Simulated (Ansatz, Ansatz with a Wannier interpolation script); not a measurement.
An input for Ansatz 0.2.0 (SnSe2 (1T monolayer)):

```yaml
crystal:
  lattice:
    - [3.869828627, 0.0, 0.0]
    - [-1.9349143135, 3.3513698993, 0.0]
    - [0.0, 0.0, 29.6]
  atoms:
    - { symbol: Sn, position: [0.0, 0.0, 0.5] }
    - { symbol: Se, position: [0.3333333333, 0.6666666667, 0.553854345] }
    - { symbol: Se, position: [0.6666666667, 0.3333333333, 0.446145655] }
  periodic: [true, true, false]
kpoints:
  mp_grid: { grid: [6, 6, 1] }
hamiltonian:
  xc: pbe
scf:
  occupations: { method: fixed }
gw:
  n_empty_bands: 623
  ecut_chi: 80.0
  qp_bands: [v5, c2]
  screening: { model: contour_deformation }
```

```sh
ansatz run input.yaml --threads 12 --pin off --max-ram 27648MiB --backend cpu --events-out ev --progress --plain --runs-dir out
```

Question: How long will it take on 12 threads of Intel Xeon 6975P-C (Granite Rapids), shared host, and how much memory?

It took 82 s; on shared hardware allow 41 s to 2.7 min. Peak host memory was 7.1 GiB. The sizes that set the cost: 7587 plane waves a state, 7 irreducible k points, 646 bands summed, 613 plane waves in the screening and 6 SCF cycles.

The screening grows as filled bands × empty bands × pairs of k points, times the square of the screening basis for the matrix.

[Paths, hosts, dates, memory and timing lines, banners, echoed tables and standing remarks are left out of the program output.]

[Logs are printed without paths, hosts, clocks, repeated set-up lines and the standing remarks that a program may print on its own settings, such as how far it seeks lower states.]

[Runs of the session that timed out or met a known fault of the program may be left out.]

[Hosts, paths, dates, database ids (printed as entryN), source tags and the programs' standing remarks are cut or masked in the printed files.]
